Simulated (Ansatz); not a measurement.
**How fast states decay through Sr2Bi2Te3S2**

Aim: relax a made-up compound, Sr2Bi2Te3S2, and see how good a tunnel barrier it would be. It is built by putting Te for Se, S for O in the Sr2Bi2Se3O2 structure of space group C2/m, with the volume rescaled by atomic radii. The parent structure comes from the Materials Project.

Program: Ansatz 0.2.0. Level of theory: PBE DFT, plane waves, PAW files, in the first sound run; inputs show where later runs differ. Results are calculated unless marked as measured.

The structure was built from a prototype and need not be the compound's stable phase.

### 1. The starting structure

Symmetry: C2/m, No. 12, monoclinic system. Conventional cell: a = 14.515 Å, b = 4.362 Å, c = 10.254 Å, α = 90.00°, β = 123.81°, γ = 90.00°. Nearest to Sr lie 3 S at 2.62 to 2.64 Å and 5 Te at 3.45 to 3.81 Å. Nearest to Bi lie 1 S at 2.25 Å and 4 Te at 3.08 to 3.17 Å. Te has 4 Bi at 3.17 Å and 2 Sr at 3.45 Å nearest. Nearest to Te lie 2 Bi at 3.08 Å and 4 Sr at 3.67 to 3.81 Å. Nearest to S lie 1 Bi at 2.25 Å and 3 Sr at 2.62 to 2.64 Å. It derives from Sr2Bi2Se3O2. Te for Se, S for O in the Sr2Bi2Se3O2 structure of space group C2/m. Farther neighbours and most contacts between anions are not listed.

### 2. Cell and atoms at rest

The substituted atoms don't fit the parent's cell, so cell and atoms relax together. A small smearing keeps the run stable in case the gap closes on the way.

The input, input.yaml:

```yaml
crystal:
  lattice:
    - [7.257691798, -2.1811586682, 0.0]
    - [7.257691798, 2.1811586682, 0.0]
    - [-5.7052431334, 0.0, 8.519780995]
  atoms:
    - { symbol: Sr, position: [0.107243, 0.107243, 0.896132] }
    - { symbol: Sr, position: [0.892757, 0.892757, 0.103868] }
    - { symbol: Bi, position: [0.309349, 0.309349, 0.362878] }
    - { symbol: Bi, position: [0.690651, 0.690651, 0.637122] }
    - { symbol: Te, position: [0.0, 0.0, 0.5] }
    - { symbol: Te, position: [0.3704375, 0.3704375, 0.78313] }
    - { symbol: Te, position: [0.6295625, 0.6295625, 0.21687] }
    - { symbol: S, position: [0.6872725, 0.6872725, 0.853637] }
    - { symbol: S, position: [0.3127275, 0.3127275, 0.146363] }
kpoints:
  mp_grid: { grid: [6, 6, 4] }
scf:
  occupations: { method: gaussian, width: 0.03 }
hamiltonian:
  xc: pbe
output:
  forces: true
  stress: true
relax:
  f_tol: 0.02
  max_steps: 60
  cell: {}
```

Launch:

```
$ ansatz run input.yaml --threads 2 --pin off --max-ram 4096MiB --backend cpu --events-out ev --progress --plain --runs-dir out
```

Numbers of over 12 decimals in the logs are rounded to 6 here.

The program printed:

```text
Engine: ansatz 0.2.0, aarch64-unknown-linux-gnu
Pseudopotentials: kind: paw
Pseudopotential: Sr, paw, valence charge 10, recommended cutoff 420 eV (normal), Sr.paw.azcp
Pseudopotential: Bi, paw, valence charge 15, recommended cutoff 420 eV (normal), Bi.paw.azcp
Pseudopotential: Te, paw, valence charge 16, recommended cutoff 420 eV (normal), Te.paw.azcp
Pseudopotential: S, paw, valence charge 6, recommended cutoff 420 eV (normal), S.paw.azcp
Functional definition: PBE
  parameter kappa = 0.804
  parameter beta = 0.066725
  exchange = pbe_x(kappa = kappa, mu = beta*pi^2/3)
  correlation = pbe_c(beta = beta)
Crystal: 9 atoms, lattice volume = 269.739 Å³
Basis set: ecut = 420 eV, 5291 PW (Γ), exchange–correlation on 108×108×144 points (8 copies of the dense FFT grid, shifted against one another)
Bands: 66, of which v1, the nominal top of the filled ones, is band 55 counted from 1 (54 counted from 0)
Symmetry: 4 space group operations
Space group: C2/m (ITA 12), of the structure as read, at distance tolerance 6.5e-5 Å
k-points: 47 of 144
Non-local potential: Sr, projectors of the file, l = 0: 3, l = 1: 2, l = 2: 2
Non-local potential: Bi, projectors of the file, l = 0: 2, l = 1: 2, l = 2: 2, l = 3: 2
Non-local potential: Te, projectors of the file, l = 0: 2, l = 1: 2, l = 2: 2, l = 3: 2
Non-local potential: S, projectors of the file, l = 0: 2, l = 1: 2, l = 2: 2
PAW form: soft (Blöchl's): semilocal exchange-correlation on the pseudo side does not see the compensation charge
PAW one-centre angular grid: Sr, 110 points (default); XC on 64 Gauss nodes
PAW one-centre angular grid: Bi, 590 points (default); XC on 64 Gauss nodes
PAW one-centre angular grid: Te, 590 points (default); XC on 64 Gauss nodes
PAW one-centre angular grid: S, 110 points (default); XC on 64 Gauss nodes
Initial density: superposition of atomic densities (neutral atoms: chi_scale 0, normalization atom), corrected by the library's trained network
Initial wavefunctions: pseudopotential atomic-orbital guess
Functional: x = pbe(κ = 0.804, μ = 0.219515), c = pbe(β = 0.066725)
SCF iter   1: F=—  HF=-54631.344802 eV  |F-HF|=—  |Δ(HF+E_count)|=         —  Δρ=1.66e-3  dr2=1.14e-2  ethr=1.77e-3  ⟨swp⟩=9.3  Hψ=15346  notcnv=0  defer=28
preconditioner: auto → Resta (q_TF=auto, 2.349 Å⁻¹)  ε∞=4.1  [insulator: Δε(μ)=0.919 eV  Ē_g=8.543 eV  σ=0.030 eV  W_gap=1.00  n_scr=58 (ndim 8)  ℏωp=15.0 eV  f_vac=0.014  D(μ)=0.00/eV (n_scr^D=0)  ε∞_Penn≈4.1]
SCF iter   2: F=—  HF=-54631.344041 eV  |F-HF|=—  |Δ(HF+E_count)|=   7.61e-4  Δρ=9.23e-4  dr2=2.55e-3  ethr=1.04e-5  ⟨swp⟩=2.8  Hψ=6870  notcnv=0  defer=179
SCF iter   3: F=—  HF=-54631.344431 eV  |F-HF|=—  |Δ(HF+E_count)|=   3.91e-4  Δρ=4.10e-4  dr2=4.28e-4  ethr=2.32e-6  ⟨swp⟩=2.1  Hψ=3844  notcnv=0  defer=179
SCF iter   4: F=—  HF=-54631.344733 eV  |F-HF|=—  |Δ(HF+E_count)|=   3.02e-4  Δρ=8.78e-5  dr2=2.95e-5  ethr=3.89e-7  ⟨swp⟩=2.0  Hψ=4147  notcnv=0  defer=179
SCF iter   5: F=—  HF=-54631.344892 eV  |F-HF|=—  |Δ(HF+E_count)|=   1.59e-4  Δρ=2.84e-5  dr2=3.97e-6  ethr=2.68e-8  ⟨swp⟩=2.1  Hψ=3974  notcnv=0  defer=179
SCF iter   6: F=—  HF=-54631.344894 eV  |F-HF|=—  |Δ(HF+E_count)|=   1.79e-6  Δρ=7.42e-6  dr2=2.58e-7  ethr=3.61e-9  ⟨swp⟩=2.0  Hψ=5385  notcnv=0  defer=179
SCF iter   7: F=-54631.344894 eV  HF=-54631.344894 eV  |F-HF|=2.75e-9  |Δ(HF+E_count)|=   1.56e-7  Δρ=2.39e-6  dr2=2.66e-8  ethr=9.09e-11  ⟨swp⟩=5.3  Hψ=12279  notcnv=0
SCF 1 converged in 7 iterations: F = -54631.344894 eV  dr2 = 2.66e-8
  greatest PAW one-centre occupation: 0.998 electrons in one spin orbital (limit 2), on the Te atom at site 4 (counted from 0), in its partial waves of l = 2
relax step   1: F+E_penalty+E_count = -54631.34489400 eV  Δ(F+E_penalty+E_count) = +0.000e0 eV  max|allowed force component| = 4.165e0 eV/Å  Δτ_max = 0.0000 Å  P = +11.567 GPa  Ω = 269.739 Å³  (7 SCF iters, dr2 threshold 1.00e-7 eV, accepted)
Crystal: 9 atoms, lattice volume = 289.272 Å³
Basis set: ecut = 420 eV, 5657 PW (Γ), exchange–correlation on 108×108×144 points (8 copies of the dense FFT grid, shifted against one another)
Initial density: handed on by an earlier stage of this run
Initial wavefunctions: those handed on with the density
iter 1 solved again at ethr=5.60e-4 eV; its pass at ethr=3.10e-3 eV (dr2=6.16e-1 eV) is discarded
SCF iter   1: F=—  HF=-54633.776927 eV  |F-HF|=—  |Δ(HF+E_count)|=         —  Δρ=1.05e-2  dr2=6.14e-1  ethr=5.60e-4  ⟨swp⟩=2.4  Hψ=16085  notcnv=0
preconditioner: auto → Resta (q_TF=auto, 2.322 Å⁻¹)  ε∞=4.3  [insulator: Δε(μ)=0.803 eV  Ē_g=8.027 eV  σ=0.030 eV  W_gap=1.00  n_scr=62 (ndim 8)  ℏωp=14.5 eV  f_vac=0.013  D(μ)=0.00/eV (n_scr^D=0)  ε∞_Penn≈4.3]
SCF iter   2: F=—  HF=-54633.654215 eV  |F-HF|=—  |Δ(HF+E_count)|=   1.23e-1  Δρ=4.73e-3  dr2=8.54e-2  ethr=5.58e-4  ⟨swp⟩=3.3  Hψ=4955  notcnv=0
SCF iter   3: F=—  HF=-54633.641203 eV  |F-HF|=—  |Δ(HF+E_count)|=   1.30e-2  Δρ=1.59e-3  dr2=6.97e-3  ethr=7.76e-5  ⟨swp⟩=3.4  Hψ=5460  notcnv=0  defer=21
SCF iter   4: F=—  HF=-54633.641867 eV  |F-HF|=—  |Δ(HF+E_count)|=   6.64e-4  Δρ=3.69e-4  dr2=6.63e-4  ethr=6.34e-6  ⟨swp⟩=2.0  Hψ=3954  notcnv=0  defer=22
SCF iter   5: F=—  HF=-54633.642262 eV  |F-HF|=—  |Δ(HF+E_count)|=   3.95e-4  Δρ=1.21e-4  dr2=7.46e-5  ethr=6.02e-7  ⟨swp⟩=2.0  Hψ=4850  notcnv=0  defer=22
SCF iter   6: F=—  HF=-54633.642301 eV  |F-HF|=—  |Δ(HF+E_count)|=   3.85e-5  Δρ=4.59e-5  dr2=1.50e-5  ethr=6.78e-8  ⟨swp⟩=2.4  Hψ=5565  notcnv=0  defer=22
SCF iter   7: F=—  HF=-54633.642305 eV  |F-HF|=—  |Δ(HF+E_count)|=   4.67e-6  Δρ=1.29e-5  dr2=9.15e-7  ethr=1.36e-8  ⟨swp⟩=2.0  Hψ=3911  notcnv=0  defer=22
SCF iter   8: F=-54633.642306 eV  HF=-54633.642306 eV  |F-HF|=1.67e-8  |Δ(HF+E_count)|=   4.69e-7  Δρ=4.96e-6  dr2=1.03e-7  ethr=8.18e-10  ⟨swp⟩=5.0  Hψ=10879  notcnv=0
SCF 2 converged in 8 iterations: F = -54633.642306 eV  dr2 = 1.03e-7
relax step   2: F+E_penalty+E_count = -54633.64230576 eV  Δ(F+E_penalty+E_count) = -2.297e0 eV  max|allowed force component| = 6.211e-1 eV/Å  Δτ_max = 0.1964 Å  P = +2.374 GPa  Ω = 289.272 Å³  energy of the carried Pulay correction = -2.562e-3 eV  (8 SCF iters, dr2 threshold 9.00e-7 eV, accepted)
Crystal: 9 atoms, lattice volume = 299.020 Å³
Basis set: ecut = 420 eV, 5867 PW (Γ), exchange–correlation on 108×108×144 points (8 copies of the dense FFT grid, shifted against one another)
iter 1 solved again at ethr=2.06e-4 eV; its pass at ethr=3.10e-3 eV (dr2=2.27e-1 eV) is discarded
SCF iter   1: F=—  HF=-54633.910717 eV  |F-HF|=—  |Δ(HF+E_count)|=         —  Δρ=5.16e-3  dr2=2.25e-1  ethr=2.06e-4  ⟨swp⟩=3.0  Hψ=15516  notcnv=0
[...]
relax step  10: F+E_penalty+E_count = -54634.29026364 eV  Δ(F+E_penalty+E_count) = +6.337e-3 eV  max|allowed force component| = 1.943e-1 eV/Å  Δτ_max = 0.0444 Å  P = -0.209 GPa  Ω = 322.817 Å³  energy of the carried Pulay correction = -6.569e-3 eV  (7 SCF iters, dr2 threshold 1.82e-7 eV, rejected (line search))
relax step  11: F+E_penalty+E_count = -54634.29925693 eV  Δ(F+E_penalty+E_count) = -2.656e-3 eV  max|allowed force component| = 2.376e-2 eV/Å  Δτ_max = 0.0222 Å  P = -0.036 GPa  Ω = 321.731 Å³  energy of the carried Pulay correction = -6.446e-3 eV  (10 SCF iters, accepted)
relax step  12: F+E_penalty+E_count = -54634.29947026 eV  Δ(F+E_penalty+E_count) = -2.133e-4 eV  max|allowed force component| = 3.169e-2 eV/Å  Δτ_max = 0.0097 Å  P = -0.015 GPa  Ω = 321.451 Å³  energy of the carried Pulay correction = -6.415e-3 eV  (6 SCF iters, dr2 threshold 3.55e-8 eV, accepted)
relax step  13: F+E_penalty+E_count = -54634.29978680 eV  Δ(F+E_penalty+E_count) = -3.165e-4 eV  max|allowed force component| = 3.890e-3 eV/Å  Δτ_max = 0.0056 Å  P = +0.010 GPa  Ω = 321.456 Å³  energy of the carried Pulay correction = -6.415e-3 eV  (5 SCF iters, dr2 threshold 6.28e-8 eV, accepted)
relax step  14: F+E_penalty+E_count = -54634.33843548 eV  Δ(F+E_penalty+E_count) = -3.865e-2 eV  max|allowed force component| = 4.707e-3 eV/Å  Δτ_max = 0.0000 Å  P = +0.233 GPa  Ω = 321.456 Å³  stress off target by 5.83e-1 GPa  SCF on the basis re-selected at this cell (its energy is not comparable with the rows above)  (8 SCF iters)
relax step  15: F+E_penalty+E_count = -54634.34440474 eV  Δ(F+E_penalty+E_count) = -5.969e-3 eV  max|allowed force component| = 1.495e-2 eV/Å  Δτ_max = 0.0179 Å  P = +0.051 GPa  Ω = 323.480 Å³  energy of the carried Pulay correction = -2.015e-4 eV  (6 SCF iters, dr2 threshold 8.50e-7 eV, accepted)
relax step  16: F+E_penalty+E_count = -54634.34505796 eV  Δ(F+E_penalty+E_count) = -6.532e-4 eV  max|allowed force component| = 4.874e-2 eV/Å  Δτ_max = 0.0711 Å  P = -0.009 GPa  Ω = 324.285 Å³  energy of the carried Pulay correction = -2.831e-4 eV  (8 SCF iters, dr2 threshold 1.09e-7 eV, accepted)
relax step  17: F+E_penalty+E_count = -54634.34427650 eV  Δ(F+E_penalty+E_count) = +7.815e-4 eV  max|allowed force component| = 5.831e-2 eV/Å  Δτ_max = 0.0222 Å  P = +0.030 GPa  Ω = 323.667 Å³  energy of the carried Pulay correction = -2.187e-4 eV  (7 SCF iters, dr2 threshold 1.48e-7 eV, rejected (line search))
relax step  18: F+E_penalty+E_count = -54634.34747392 eV  Δ(F+E_penalty+E_count) = -2.416e-3 eV  max|allowed force component| = 2.185e-2 eV/Å  Δτ_max = 0.0138 Å  P = +0.009 GPa  Ω = 324.292 Å³  energy of the carried Pulay correction = -2.831e-4 eV  (10 SCF iters, accepted)
relax step  19: F+E_penalty+E_count = -54634.34800129 eV  Δ(F+E_penalty+E_count) = -5.274e-4 eV  max|allowed force component| = 3.908e-3 eV/Å  Δτ_max = 0.0120 Å  P = -0.004 GPa  Ω = 324.430 Å³  energy of the carried Pulay correction = -2.964e-4 eV  (7 SCF iters, dr2 threshold 2.98e-8 eV, accepted)
iter 1 solved again at ethr=1.24e-6 eV; its pass at ethr=3.10e-3 eV (dr2=1.36e-3 eV) is discarded
SCF iter   1: F=—  HF=-54634.346701 eV  |F-HF|=—  |Δ(HF+E_count)|=         —  Δρ=1.05e-4  dr2=1.00e-6  ethr=1.24e-6  ⟨swp⟩=4.2  Hψ=23846  notcnv=0
eigensolver tolerance schedule: the retry pair's looser diagonalisation over-reported the residual by 1355.85 of it (diagonalisation noise at 1.18 of the residual, at the tolerance the schedule requests for it); recorded, not acted on — ethr = c·dr2/N_el stays at c = 1.0e-1
preconditioner: auto → Resta (q_TF=auto, 2.278 Å⁻¹)  ε∞=4.0  [insulator: Δε(μ)=1.186 eV  Ē_g=7.921 eV  σ=0.030 eV  W_gap=1.00  n_scr=70 (ndim 8)  ℏωp=13.7 eV  f_vac=0.102  D(μ)=0.00/eV (n_scr^D=0)  ε∞_Penn≈4.0]
SCF iter   2: F=—  HF=-54634.347863 eV  |F-HF|=—  |Δ(HF+E_count)|=   1.16e-3  Δρ=5.27e-5  dr2=2.32e-7  ethr=9.11e-10  ⟨swp⟩=4.3  Hψ=8949  notcnv=0
SCF iter   3: F=—  HF=-54634.348280 eV  |F-HF|=—  |Δ(HF+E_count)|=   4.17e-4  Δρ=1.15e-5  dr2=1.94e-8  ethr=2.11e-10  ⟨swp⟩=2.1  Hψ=4352  notcnv=0
SCF iter   4: F=—  HF=-54634.348301 eV  |F-HF|=—  |Δ(HF+E_count)|=   2.11e-5  Δρ=7.71e-7  dr2=1.02e-9  ethr=1.76e-11  ⟨swp⟩=2.6  Hψ=4709  notcnv=0
SCF iter   5: F=—  HF=-54634.348301 eV  |F-HF|=—  |Δ(HF+E_count)|=   5.94e-8  Δρ=2.17e-7  dr2=2.39e-10  ethr=1.00e-12  ⟨swp⟩=2.5  Hψ=5131  notcnv=0
SCF iter   6: F=-54634.348301 eV  HF=-54634.348301 eV  |F-HF|=3.64e-11  |Δ(HF+E_count)|=   1.22e-9  Δρ=7.25e-8  dr2=3.81e-11  ethr=1.00e-12  ⟨swp⟩=5.1  Hψ=11787  notcnv=0
SCF 20 converged in 6 iterations: F = -54634.348301 eV  dr2 = 3.81e-11
relax step  20: F+E_penalty+E_count = -54634.34830128 eV  Δ(F+E_penalty+E_count) = -3.000e-4 eV  max|allowed force component| = 3.897e-3 eV/Å  Δτ_max = 0.0000 Å  P = -0.005 GPa  Ω = 324.430 Å³  stress off target by 1.42e-2 GPa  SCF on the basis re-selected at this cell (its energy is not comparable with the rows above)  (6 SCF iters)
basis re-selected at this cell: Δ(F+E_penalty+E_count) = -3.000e-4 eV, ΔP = -0.001 GPa vs the last step (what re-selecting the basis moved, of the pressure what is left beyond the Pulay correction that the steps carried, after the strain that the cell walked since its last selection, with what the two solves' SCF thresholds leave and, on support functions, any second-order correction that the steps lacked; it is no m [...]
SCF converged after 6 iterations
Free energy (F): -54634.348301 eV
Harris-Foulkes:  -54634.348301 eV  (|F-HF|=3.64e-11)
Internal energy: -54634.348301 eV  (E = F + TS)
E sigma→0 (E₀):  -54634.348301 eV
Fermi energy:    6.395797 eV
--- Per-component energies (eV) ---
  E_band       = -1396.765758
  E_kinetic    = 1846.006486
  E_local      = -11140.093665  (includes V_loc(G=0)·N_el)
  E_nonlocal   = 653.875072
  E_hartree    = 5074.744921
  E_xc         = -1217.550913
  E_vxc        = -1100.942745  (∫ρ·V_xc dr)
  E_paw        = -41903.721853  (= ΣΔE_a)
  E_vpaw       = -1805.099514  (= ΣTr[D̂ρ^β])
  E_aug_tail   = -0.001456  (compensation charges beyond the density's cutoff)
  E_ewald      = -7947.606891
  E_smearing   = -0.000000  (= −TS)
  E_closure    = -0.000000  (closes the sum)
  Σ components = -54634.348301   (vs F -54634.348301, Δ=0.00e0)
--- Forces (eV/Å), atoms counted from 1 ---
  atom   1  Sr     0.00389703     0.00000000     0.00265510
  atom   2  Sr    -0.00389703    -0.00000000    -0.00265510
  atom   3  Bi    -0.00035534    -0.00000000     0.00052303
  atom   4  Bi     0.00035534     0.00000000    -0.00052303
  atom   5  Te     0.00000000     0.00000000     0.00000000
  atom   6  Te    -0.00372042    -0.00000000    -0.00106189
  atom   7  Te     0.00372042     0.00000000     0.00106189
  atom   8  S     -0.00006331     0.00000000     0.00014211
  atom   9  S      0.00006331    -0.00000000    -0.00014211
  max |Σ_I F_I| component: 4.34e-19 eV/Å
--- Stress (GPa, compression-positive) ---
       -0.007437      -0.000000      -0.008767
       -0.000000      -0.004321      -0.000000
       -0.008767      -0.000000      -0.002815
  P = ⅓ Tr σ = -0.0049 GPa (-0.049 kbar)
--- Relaxed structure (18 steps of the walk, 16 accepted, 2 SCFs on fresh bases) ---
  F+E_penalty+E_count = -54634.34830128 eV   max|allowed force component| = 3.897e-3 eV/Å   (the final SCF, on the basis selected at the relaxed cell)
  cell:  # Å, volume = 324.4303 Å³
    - [7.419609, -2.264368, -0.763031]
    - [7.419609, 2.264368, -0.763031]
    - [-6.728245, 0.0, 10.347179]
  atoms:
    - { symbol: Sr, position: [0.097262, 0.097262, 0.834601] }
    - { symbol: Sr, position: [0.902738, 0.902738, 0.165399] }
    - { symbol: Bi, position: [0.300175, 0.300175, 0.376817] }
    - { symbol: Bi, position: [0.699825, 0.699825, 0.623183] }
    - { symbol: Te, position: [0.0, 0.0, 0.500000] }
    - { symbol: Te, position: [0.373539, 0.373539, 0.699417] }
    - { symbol: Te, position: [0.626461, 0.626461, 0.300583] }
    - { symbol: S, position: [0.733447, 0.733447, 0.861340] }
    - { symbol: S, position: [0.266553, 0.266553, 0.138660] }
```

Elapsed: 7.9 min, on 2 threads of Arm Neoverse V1, shared host; peak memory 1.2 GiB.

The steps of the relaxation:

```
step  energy less that of the first step (eV)  largest force component (eV/Å)  pressure (GPa)  volume (Å³)
   1                                   0.0000                          4.1650           11.57       269.74
   2                                  -2.2974                          0.6211            2.37       289.27
   3                                  -2.5217                          0.2371            0.97       299.02
   4                                  -2.6753                          0.1335            0.13       311.36
   5                                  -2.8094                          0.1650           -0.44       319.52
   6                                  -2.8717                          0.3001           -0.50       324.19
   7                                  -2.9317                          0.1859            0.03       321.56
   8                                  -2.9331                          0.2393            0.40       319.05
   9                                  -2.9517                          0.0539            0.03       321.18
  10                                  -2.9454                          0.1943           -0.21       322.82
  11                                  -2.9544                          0.0238           -0.04       321.73
  12                                  -2.9546                          0.0317           -0.02       321.45
  13                                  -2.9549                          0.0039            0.01       321.46
 14*                                  -2.9935                          0.0047            0.23       321.46
  15                                  -2.9995                          0.0149            0.05       323.48
  16                                  -3.0002                          0.0487           -0.01       324.29
  17                                  -2.9994                          0.0583            0.03       323.67
  18                                  -3.0026                          0.0219            0.01       324.29
  19                                  -3.0031                          0.0039            0.00       324.43
 20*                                  -3.0034                          0.0039            0.00       324.43
```

Relaxation steps marked * repeat the geometry before them on a plane-wave basis chosen anew for their cell, so energy and pressure can jump there. Relaxation steps 10, 17 were tried and not accepted.

The run keeps the 4 symmetry operations that it works with, so distortions that break them were not tested.

```
     cell as run  before   after   change
           a (Å)   7.578   7.795   +2.9 %
           b (Å)   7.578   7.795   +2.9 %
           c (Å)  10.254  12.342  +20.4 %
           α (°)  122.20  126.94   +3.9 %
           β (°)  122.20  126.94   +3.9 %
           γ (°)   33.45   33.78   +1.0 %
volume (Å³/atom)   29.97   36.05  +20.3 %
```

The atoms that moved most (Å, as changes of fractional coordinates times the final cell):

```
atom      dx     dy      dz  length
 Te6   0.609  0.000  -0.871   1.063
 Te7  -0.609  0.000   0.871   1.063
 Sr2  -0.266  0.000   0.621   0.676
 Sr1   0.266  0.000  -0.621   0.676
  S8   0.633  0.000   0.009   0.633
  S9  -0.633  0.000  -0.009   0.633
 Bi4   0.230  0.000  -0.158   0.279
 Bi3  -0.230  0.000   0.158   0.279
```

This step gave:

```
free energy  : -54634.3483 eV
Fermi energy : 6.396 eV
pressure     : -0.004858 GPa
```

The largest force component on a free atom ends at 0.0039 eV/Å.

(Part 1 of 3 ends here.)

[Logs are printed without paths, hosts, clocks, repeated set-up lines and the standing remarks that a program may print on its own settings, such as how far it seeks lower states.]

[Hosts, paths, dates, database ids (printed as entryN), source tags and the programs' standing remarks are cut or masked in the printed files.]
